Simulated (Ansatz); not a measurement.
# Binding curve of WSe2 on Al(111) (50 atoms)

The cell holds 50 atoms: 32 Al, 6 W and 12 Se. Cell: a = 5.750 Å, b = 9.960 Å, c = 28.307 Å, α = 90.0°, β = 90.0°, γ = 90.0°. It derives from Al and WSe2. The starting structure: 1 layer(s) of WSe2 at its own lattice constant on a slab of Al(111) strained in the plane by up to 0.6 % to a common cell of 57 Å^2; gaps of 2.95 Å as starting values, 15 Å of vacuum, lowest layers held; not relaxed, displaced by a Gaussian of 0.01 Å. Lattice constants are starting values near those of PBE. Regions: Al(111), 32 atoms (32 Al); WSe2, 18 atoms (6 W and 12 Se). Vacuum lies along c.

Calculated with Ansatz 0.2.0: Kohn-Sham DFT, PBE+D3(BJ), PAW (set soft_2, large core), plane waves; cutoff 420 eV, k-mesh 3×2×1, fermi-dirac smearing of 0.1 eV. The upper part (WSe2) is moved rigidly along the normal by z from its relaxed place. Energies are the whole cell less its two frozen parts, over the face of 57.27 Å².

| shift z (Å) | interaction energy (meV/Å²) |
| --- | --- |
| -0.4 | -32.93 |
| -0.2 | -42.50 |
| +0.0 | -44.80 |
| +0.3 | -41.88 |
| +0.6 | -36.02 |
| +1.0 | ? |
| +1.6 | -18.04 |
| +2.4 | -10.48 |
| +3.5 | -5.710 |

Task: Fit the universal binding curve to the rows given and interpolate to the withheld row.

Worked fit:

The universal binding curve is E(z) = −D (1 + z/l) exp(−z/l), whose curvature at z = 0 is D/l². The depth is D = 44.80 meV/Å². A parabola through the rows at −0.2, 0 and +0.3 Å has the curvature 2 {[E(0.3) − E(0)]/0.3 + [E(−0.2) − E(0)]/0.2} / 0.5 = 84.96 meV/Å⁴, so l = √(D / curvature) = 0.726 Å. At z = 1 Å, z/l = 1.377.

Prediction at +1.0: -26.87 meV/Å². The run gave -27.76 meV/Å², so the fit is high by 0.89 meV/Å² (3.2 % of the value).

The curve's steepest slope, D/(e l) at z = l, is 3.64 GPa, an estimate of the stress that rigid separation needs. Among the rows given, the largest miss of the fit is at +3.5, by 3.6 meV/Å² (9.2 % of the range of the table).

Limits: The parts are rigid, and they also feel their periodic images through the vacuum. The curve was made for chemical and metallic bonds; the dispersion term here falls off as a power of distance, which it can't follow. The mesh is coarse for these cells.

[Hosts, paths, dates, database ids (printed as entryN), source tags and the programs' standing remarks are cut or masked in the printed files.]
